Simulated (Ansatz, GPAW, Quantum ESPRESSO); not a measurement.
# Simulated XPS, UPS and emission spectra of TiTe2, part 7 of 10

Wanted: projected DOS of TiTe2, weighted into photoemission and X-ray emission spectra, at several levels of theory.

From the literature, measured:
- Band energy, bonding Te 5pxy band along Gamma-A, energy below the Fermi level (non-dispersive, spin-orbit split peak): 1.7 eV (angle-resolved photoemission at normal emission, photon energies 11.5-33 eV; cleaved single crystal; weak peak, vanishing in the middle of the final-state energy range; spin-orbit split, but a single approximate energy is given for the pair). “Three-dimensional band structure of layered TiTe2: Photoemission final-state effects”, 2006, arxiv:cond-mat/0604285.

Ansatz 0.2.0, Quantum ESPRESSO 7.5 and GPAW 26.7.0; DFT, PBE, plane-wave PAW, default files, scalar-relativistic (the session's first sound run).

So far. Step 2 (The base run): At the Fermi level the DOS is 1.43 states/eV a cell, and on the broadened curves Ti 3d holds 69 % of the total there. Step 6 (The same cell in Quantum ESPRESSO): The run ends at a pressure of 0.96 GPa, with forces up to 0.039 eV/Å.

**9. Quantum ESPRESSO: bands**

Level of this step: DFT, PBE, plane waves, ultrasoft GBRV pseudopotentials, scalar-relativistic (Quantum ESPRESSO).

The bands are solved at chosen points on the fixed potential.

File bands.in:

```
&control
  calculation = 'bands'
  prefix = 'pes'
  outdir = './tmp'
  pseudo_dir = './pp'
  verbosity = 'high'
/
&system
  ibrav = 0
  nat = 3
  ntyp = 2
  ecutwfc = 40.0
  ecutrho = 200.0
  occupations = 'smearing'
  nbnd = 22
  smearing = 'fd'
  degauss = 0.00147
/
&electrons
  conv_thr = 3e-09
  mixing_beta = 0.5
  electron_maxstep = 120
  diago_full_acc = .true.
/
ATOMIC_SPECIES
Te 127.6000 te_pbe_v1.uspp.F.UPF
Ti 47.8670 ti_pbe_v1.4.uspp.F.UPF
CELL_PARAMETERS angstrom
 3.777000000 0.000000000 0.000000000
 -1.888500000 3.270977950 0.000000000
 0.000000000 0.000000000 6.498000000
ATOMIC_POSITIONS crystal
Te 0.333333333 0.666666667 0.737200000
Te 0.666666667 0.333333333 0.262800000
Ti 0.000000000 0.000000000 0.000000000
K_POINTS crystal
93
 0.00000000 0.00000000 0.00000000 1
 0.05000000 0.00000000 0.00000000 1
 0.10000000 0.00000000 0.00000000 1
 0.15000000 0.00000000 0.00000000 1
 0.20000000 0.00000000 0.00000000 1
 0.25000000 0.00000000 0.00000000 1
 ! [... 85 more points ...]
 0.33333300 0.33333300 0.05000000 1
 0.33333300 0.33333300 0.00000000 1
```

On the command line:

```bash
OMP_NUM_THREADS=1 mpirun -n 2 pw.x -nk 2 -in bands.in > bands.out
```

The log of the run:

```text
[banner, memory and clock lines left out]
Program PWSCF v.7.5 starts

          URL

     Atomic positions and unit cell read from directory:
     ./tmp/pes.save/

     Message from routine setup:
     using ibrav=0 with symmetry is DISCOURAGED, use correct ibrav instead

     G-vector sticks info

     bravais-lattice index     =            0
     lattice parameter (alat)  =       7.1375  a.u.
     unit-cell volume          =     541.7525 (a.u.)^3
     number of atoms/cell      =            3
     number of atomic types    =            2
     number of electrons       =        24.00
     number of Kohn-Sham states=           22
     kinetic-energy cutoff     =      40.0000  Ry
     charge density cutoff     =     200.0000  Ry
     Exchange-correlation=  SLA  PW   PBX  PBC
                           (   1   4   3   4   0   0   0)

     celldm(1)=   7.137496  celldm(2)=   0.000000  celldm(3)=   0.000000
     celldm(4)=   0.000000  celldm(5)=   0.000000  celldm(6)=   0.000000

     crystal axes: (cart. coord. in units of alat)
               a(1) = (   1.000000   0.000000   0.000000 )
               a(2) = (  -0.500000   0.866025   0.000000 )
               a(3) = (   0.000000   0.000000   1.720413 )

     reciprocal axes: (cart. coord. in units 2 pi/alat)
               b(1) = (  1.000000  0.577350 -0.000000 )
               b(2) = (  0.000000  1.154701  0.000000 )
               b(3) = (  0.000000 -0.000000  0.581256 )

     PseudoPot. # 1 for Te read from file:
     ./pp/te_pbe_v1.uspp.F.UPF
     Pseudo is Ultrasoft + core correction, Zval =  6.0
     Generated by new atomic code, or converted to UPF format
     Using radial grid of  891 points,  5 beta functions with:
                l(1) =   0
                l(2) =   0
                l(3) =   1
                l(4) =   1
                l(5) =   2
     Q(r) pseudized with  6 coefficients,  rinner =    1.800   1.800   1.800
                                                       1.800   1.800

     PseudoPot. # 2 for Ti read from file:
     ./pp/ti_pbe_v1.4.uspp.F.UPF
     Pseudo is Ultrasoft + core correction, Zval = 12.0
     Generated by new atomic code, or converted to UPF format
     Using radial grid of  851 points,  6 beta functions with:
                l(1) =   0
                l(2) =   0
                l(3) =   1
                l(4) =   1
                l(5) =   2
                l(6) =   2
     Q(r) pseudized with  6 coefficients,  rinner =    1.000   1.000   1.000
                                                       1.000   1.000

     atomic species   valence    mass     pseudopotential
     Te                6.00   127.60000     Te( 1.00)
     Ti               12.00    47.86700     Ti( 1.00)

     12 Sym. Ops., with inversion, found

                                    s                        frac. trans.

      isym =  1     identity

 cryst.   s( 1) = (     1          0          0      )
                  (     0          1          0      )
                  (     0          0          1      )

 cart.    s( 1) = (  1.0000000 -0.0000000  0.0000000 )
                  (  0.0000000  1.0000000  0.0000000 )
                  (  0.0000000  0.0000000  1.0000000 )

      isym =  2     180 deg rotation - cart. axis [1,0,0]

 cryst.   s( 2) = (     1          0          0      )
                  (    -1         -1          0      )
                  (     0          0         -1      )

 cart.    s( 2) = (  1.0000000 -0.0000000  0.0000000 )
                  (  0.0000000 -1.0000000  0.0000000 )
                  (  0.0000000  0.0000000 -1.0000000 )

      isym =  3     120 deg rotation - cryst. axis [0,0,1]

 cryst.   s( 3) = (     0          1          0      )
                  (    -1         -1          0      )
                  (     0          0          1      )

 cart.    s( 3) = ( -0.5000000 -0.8660254  0.0000000 )
                  (  0.8660254 -0.5000000  0.0000000 )
                  (  0.0000000  0.0000000  1.0000000 )

      isym =  4     120 deg rotation - cryst. axis [0,0,-1]

 cryst.   s( 4) = (    -1         -1          0      )
                  (     1          0          0      )
                  (     0          0          1      )

 cart.    s( 4) = ( -0.5000000  0.8660254  0.0000000 )
                  ( -0.8660254 -0.5000000  0.0000000 )
                  (  0.0000000  0.0000000  1.0000000 )

      isym =  5     180 deg rotation - cryst. axis [0,1,0]

 cryst.   s( 5) = (    -1         -1          0      )
[...]
cart.    s( 5) = ( -0.5000000 -0.8660254  0.0000000 )
[...]
isym =  6     180 deg rotation - cryst. axis [1,1,0]

 cryst.   s( 6) = (     0          1          0      )
[...]
cart.    s( 6) = ( -0.5000000  0.8660254  0.0000000 )
[...]
isym =  7     inversion

 cryst.   s( 7) = (    -1          0          0      )
[...]
cart.    s( 7) = ( -1.0000000  0.0000000  0.0000000 )
[...]
isym =  8     inv. 180 deg rotation - cart. axis [1,0,0]

 cryst.   s( 8) = (    -1          0          0      )
[...]
cart.    s( 8) = ( -1.0000000  0.0000000  0.0000000 )
[...]
isym =  9     inv. 120 deg rotation - cryst. axis [0,0,1]

 cryst.   s( 9) = (     0         -1          0      )
[...]
cart.    s( 9) = (  0.5000000  0.8660254  0.0000000 )
[...]
isym = 10     inv. 120 deg rotation - cryst. axis [0,0,-1]

 cryst.   s(10) = (     1          1          0      )
[...]
cart.    s(10) = (  0.5000000 -0.8660254  0.0000000 )
[...]
isym = 11     inv. 180 deg rotation - cryst. axis [0,1,0]

 cryst.   s(11) = (     1          1          0      )
                  (     0         -1          0      )
                  (     0          0          1      )

 cart.    s(11) = (  0.5000000  0.8660254  0.0000000 )
                  (  0.8660254 -0.5000000  0.0000000 )
                  (  0.0000000  0.0000000  1.0000000 )

      isym = 12     inv. 180 deg rotation - cryst. axis [1,1,0]

 cryst.   s(12) = (     0         -1          0      )
                  (    -1          0          0      )
                  (     0          0          1      )

 cart.    s(12) = (  0.5000000 -0.8660254  0.0000000 )
                  ( -0.8660254 -0.5000000  0.0000000 )
                  (  0.0000000  0.0000000  1.0000000 )

   Cartesian axes

     site n.     atom                  positions (alat units)
         1        Te     tau(   1) = (  -0.0000000   0.5773503   1.2682885  )
         2        Te     tau(   2) = (   0.5000000   0.2886751   0.4521245  )
[...]
k(   90) = (   0.3333330   0.3333330   0.1500000), wk =   0.0215054
        k(   91) = (   0.3333330   0.3333330   0.1000000), wk =   0.0215054
        k(   92) = (   0.3333330   0.3333330   0.0500000), wk =   0.0215054
        k(   93) = (   0.3333330   0.3333330   0.0000000), wk =   0.0215054

     Dense  grid:    25801 G-vectors     FFT dimensions: (  36,  36,  60)

     Smooth grid:    18571 G-vectors     FFT dimensions: (  30,  30,  50)

     Dynamical RAM for                 wfc:       0.78 MB

     Dynamical RAM for     wfc (w. buffer):       0.78 MB

     Dynamical RAM for           str. fact:       0.79 MB

     Dynamical RAM for           local pot:       0.00 MB

     Dynamical RAM for          nlocal pot:       1.55 MB

     Dynamical RAM for                qrad:       2.27 MB

     Dynamical RAM for          rho,v,vnew:       2.96 MB

     Dynamical RAM for           G-vectors:       1.62 MB

     Dynamical RAM for          h,s,v(r/c):       0.09 MB

     Dynamical RAM for          <psi|beta>:       0.01 MB

     Dynamical RAM for                 psi:       1.55 MB

     Dynamical RAM for                hpsi:       1.55 MB

     Dynamical RAM for                spsi:       1.55 MB

     Dynamical RAM for      wfcinit/wfcrot:       1.56 MB

     Dynamical RAM for           addusdens:      37.20 MB

     Check: negative core charge=   -0.000001

     The potential is recalculated from file :
     ./tmp/pes.save/charge-density

     negative rho (up, down):  1.191E-03 0.000E+00
     Starting wfcs are   18 randomized atomic wfcs +    4 random wfcs

     Band Structure Calculation
     Davidson diagonalization with overlap

     Computing kpt #:     1  of    47 on this pool

     Computing kpt #:     2  of    47 on this pool

     Computing kpt #:     3  of    47 on this pool

     Computing kpt #:     4  of    47 on this pool

     Computing kpt #:     5  of    47 on this pool

     Computing kpt #:     6  of    47 on this pool

     Computing kpt #:     7  of    47 on this pool

     Computing kpt #:     8  of    47 on this pool

     Computing kpt #:     9  of    47 on this pool

     Computing kpt #:    10  of    47 on this pool

     Computing kpt #:    11  of    47 on this pool

     Computing kpt #:    12  of    47 on this pool

     Computing kpt #:    13  of    47 on this pool

     Computing kpt #:    14  of    47 on this pool

     Computing kpt #:    15  of    47 on this pool

     Computing kpt #:    16  of    47 on this pool

[...]
Computing kpt #:    40  of    47 on this pool

     Computing kpt #:    41  of    47 on this pool

     Computing kpt #:    42  of    47 on this pool

     Computing kpt #:    43  of    47 on this pool

     Computing kpt #:    44  of    47 on this pool

     Computing kpt #:    45  of    47 on this pool

     Computing kpt #:    46  of    47 on this pool

     Computing kpt #:    47  of    47 on this pool

     ethr =  1.25E-11,  avg # of iterations = 44.8

     End of band structure calculation

          k = 0.0000 0.0000 0.0000 (  2311 PWs)   bands (ev):

   -49.5012 -25.7567 -25.7567 -25.7147  -4.4374  -2.9355   2.7443   6.3027
     6.3027   8.3400   8.3876   8.3876   8.5403   9.0385   9.0385  11.0169
    11.0169  13.0424  13.9038  15.7278  15.7278  16.9545

          k = 0.0500 0.0289 0.0000 (  2317 PWs)   bands (ev):

   -49.5011 -25.7577 -25.7569 -25.7145  -4.4096  -2.9210   2.7782   6.2270
     6.3068   8.1869   8.2814   8.3457   8.5283   9.0149   9.1037  10.9037
    11.0064  13.2848  14.0627  15.6227  15.8399  17.0072

          k = 0.1000 0.0577 0.0000 (  2315 PWs)   bands (ev):

   -49.5009 -25.7607 -25.7576 -25.7138  -4.3270  -2.8785   2.8791   6.0204
     6.3177   7.6722   8.0535   8.3210   8.4413   9.0026   9.2077  10.7336
    10.9909  13.7717  14.4503  15.4409  16.1500  17.0662

          k = 0.1500 0.0866 0.0000 (  2321 PWs)   bands (ev):

   -49.5006 -25.7653 -25.7587 -25.7128  -4.1921  -2.8114   3.0447   5.7221
     6.3312   6.9787   7.7958   8.1978   8.2905   9.0317   9.2648  10.6917
    11.0002  14.0600  14.8363  15.4933  16.3904  16.5532

          k = 0.2000 0.1155 0.0000 (  2307 PWs)   bands (ev):

   -49.5001 -25.7712 -25.7600 -25.7115  -4.0098  -2.7254   3.2708   5.3575
     6.2511   6.3412   7.5470   7.8297   8.2371   9.0949   9.2638  10.7804
    11.0455  13.9594  14.9292  15.3462  16.2394  16.4144

          k = 0.2500 0.1443 0.0000 (  2308 PWs)   bands (ev):

   -49.4997 -25.7776 -25.7615 -25.7101  -3.7872  -2.6298   3.5508   4.9199
     5.6013   6.3411   7.3268   7.3960   8.1788   9.1822   9.2295  10.8976
    11.1139  13.7235  14.5485  14.8749  16.3071  16.3942

          k = 0.3000 0.1732 0.0000 (  2308 PWs)   bands (ev):

   -49.4992 -25.7841 -25.7630 -25.7087  -3.5352  -2.5371   3.8718   4.4035
     5.1092   6.3265   6.9572   7.1469   8.1211   9.1905   9.2808  10.9253
    11.1860  13.5277  14.0795  14.5129  16.0186  16.3974

          k = 0.3500 0.2021 0.0000 (  2310 PWs)   bands (ev):

   -49.4988 -25.7899 -25.7644 -25.7074  -3.2693  -2.4642   3.8530   4.2512
     4.7587   6.2986   6.5428   7.0124   8.0702   9.1631   9.3739  10.8027
    11.2482  13.4612  13.7452  14.2243  15.6850  16.4747

          k = 0.4000 0.2309 0.0000 (  2322 PWs)   bands (ev):

[...]
11.2942  13.4468  13.5678  14.0595  15.4287  16.4810

          k = 0.4500 0.2598 0.0000 (  2318 PWs)   bands (ev):

[...]
11.3219  13.3309  13.5714  14.0315  15.2678  16.4247

          k = 0.5000 0.2887 0.0000 (  2300 PWs)   bands (ev):

[...]
11.3312  13.2821  13.5725  14.0474  15.2129  16.3894

          k = 0.4833 0.3175 0.0000 (  2310 PWs)   bands (ev):

[...]
11.2450  13.4060  13.6282  13.9354  15.2970  16.4099

          k = 0.4667 0.3464 0.0000 (  2312 PWs)   bands (ev):

[...]
11.0395  13.6474  13.7221  13.8193  15.4786  16.4725

          k = 0.4500 0.3753 0.0000 (  2314 PWs)   bands (ev):

[...]
10.7961  13.3282  14.0899  14.1407  15.6721  16.5812

          k = 0.4333 0.4041 0.0000 (  2322 PWs)   bands (ev):

[...]
10.5624  12.9910  14.4663  14.5979  15.8435  16.7434

          k = 0.4167 0.4330 0.0000 (  2316 PWs)   bands (ev):

[...]
10.3600  12.6717  14.9249  15.0452  15.9857  16.9703

[...]
k = 0.3333 0.5773 0.2034 (  2313 PWs)   bands (ev):

[...]
10.7563  13.3476  14.0809  14.0809  16.1355  17.9641

          k = 0.3333 0.5773 0.1744 (  2328 PWs)   bands (ev):

[...]
10.6239  12.9932  14.3790  14.3790  16.5999  18.0316

          k = 0.3333 0.5773 0.1453 (  2337 PWs)   bands (ev):

[...]
10.4867  12.6760  14.7199  14.7199  17.0126  18.1582

          k = 0.3333 0.5773 0.1163 (  2325 PWs)   bands (ev):

[...]
10.3539  12.4034  15.0856  15.0857  17.3147  18.1127

          k = 0.3333 0.5773 0.0872 (  2331 PWs)   bands (ev):

   -49.4978 -25.7857 -25.7857 -25.7045  -2.3967  -2.3967   3.8029   4.2030
     4.2030   5.4640   5.7786   5.7786   8.9810   9.2917   9.2917  10.2331
    10.2331  12.1821  15.4559  15.4559  17.4865  18.0218

          k = 0.3333 0.5773 0.0581 (  2334 PWs)   bands (ev):

   -49.4978 -25.7857 -25.7857 -25.7045  -2.3977  -2.3977   3.7654   4.2571
     4.2571   5.5405   5.6994   5.6994   8.9803   9.3531   9.3531  10.1320
    10.1320  12.0183  15.8005  15.8005  17.5714  17.9110

          k = 0.3333 0.5773 0.0291 (  2337 PWs)   bands (ev):

   -49.4978 -25.7857 -25.7857 -25.7045  -2.3983  -2.3983   3.7427   4.2949
     4.2949   5.5888   5.6458   5.6458   8.9799   9.3995   9.3995  10.0616
    10.0616  11.9176  16.0665  16.0665  17.6103  17.8003

          k = 0.3333 0.5773 0.0000 (  2337 PWs)   bands (ev):

   -49.4978 -25.7857 -25.7857 -25.7044  -2.3985  -2.3985   3.7351   4.3086
     4.3086   5.6054   5.6267   5.6267   8.9797   9.4175   9.4175  10.0357
    10.0357  11.8836  16.1724  16.1724  17.6217  17.7487

     XML data file, pseudopotentials, collected wavefunctions

                                        0.00s GPU  (    2318 calls)
```

It took 31 s on 2 MPI ranks of Arm Neoverse V1, shared host; 63 s of CPU time.

Electronic bands along the path, in eV, zero at the Fermi level; # counts the bands kept:

| point | #5 | #6 | #7 | #8 | #9 | #10 | #11 | #12 |
| --- | --- | --- | --- | --- | --- | --- | --- | --- |
| Γ | -1.74 | 0.30 | 0.35 | 0.35 | 0.50 | 1.00 | 1.00 | 2.98 |
| halfway | -2.44 | -1.70 | -0.71 | -0.64 | 0.14 | 1.14 | 1.19 | 2.86 |
| M | -2.79 | -2.48 | -1.81 | -1.19 | -0.04 | 1.11 | 1.44 | 2.33 |
| halfway | -2.74 | -2.66 | -2.35 | -2.04 | 0.74 | 1.17 | 1.39 | 2.31 |
| K | -3.73 | -2.43 | -2.41 | -2.41 | 0.94 | 1.38 | 1.38 | 2.00 |
| halfway | -2.84 | -2.00 | -1.57 | -0.73 | 0.37 | 1.25 | 1.41 | 2.14 |
| Γ | -1.74 | 0.30 | 0.35 | 0.35 | 0.50 | 1.00 | 1.00 | 2.98 |
| halfway | -1.71 | -1.09 | 0.34 | 0.34 | 0.84 | 0.84 | 0.90 | 3.21 |
| A | -1.67 | -1.67 | 0.33 | 0.33 | 0.69 | 0.69 | 0.98 | 3.43 |
| halfway | -2.25 | -1.74 | -1.52 | -0.64 | 0.22 | 1.36 | 1.52 | 2.18 |
| L | -2.48 | -2.08 | -1.05 | -0.67 | -0.33 | 1.10 | 1.42 | 2.53 |
| halfway | -2.69 | -2.61 | -1.79 | -1.39 | 0.35 | 1.13 | 1.28 | 2.31 |
| H | -3.77 | -3.29 | -1.77 | -1.77 | 0.94 | 0.94 | 0.95 | 2.94 |
| halfway | -2.23 | -1.75 | -1.64 | -1.49 | 0.61 | 0.99 | 1.59 | 2.17 |
| A | -1.67 | -1.67 | 0.33 | 0.33 | 0.69 | 0.69 | 0.98 | 3.43 |
| jump to L | -2.48 | -2.08 | -1.05 | -0.67 | -0.33 | 1.10 | 1.42 | 2.53 |
| halfway | -2.65 | -1.97 | -1.74 | -0.91 | -0.10 | 1.11 | 1.43 | 2.72 |
| M | -2.79 | -2.48 | -1.81 | -1.19 | -0.04 | 1.11 | 1.44 | 2.33 |
| jump to H | -3.77 | -3.29 | -1.77 | -1.77 | 0.94 | 0.94 | 0.95 | 2.94 |
| halfway | -3.96 | -2.79 | -2.07 | -2.07 | 0.94 | 1.12 | 1.12 | 2.45 |
| K | -3.73 | -2.43 | -2.41 | -2.41 | 0.94 | 1.38 | 1.38 | 2.00 |

Of the bands kept, 4 cross the Fermi level on this path.

[end of part 7 of 10]

[Logs are printed without paths, hosts, clocks, repeated set-up lines and the standing remarks that a program may print on its own settings, such as how far it seeks lower states.]

[Hosts, paths, dates, database ids (printed as entryN), source tags and the programs' standing remarks are cut or masked in the printed files.]

[Maps of the electrostatic potential energy from Ansatz leave out the sawtooth potential of an applied field or a dipole correction, so their vacuum need not be flat; work functions include it.]

[Peak lists hold at most the 14 tallest peaks of each spectrum; further lines can be left out.]
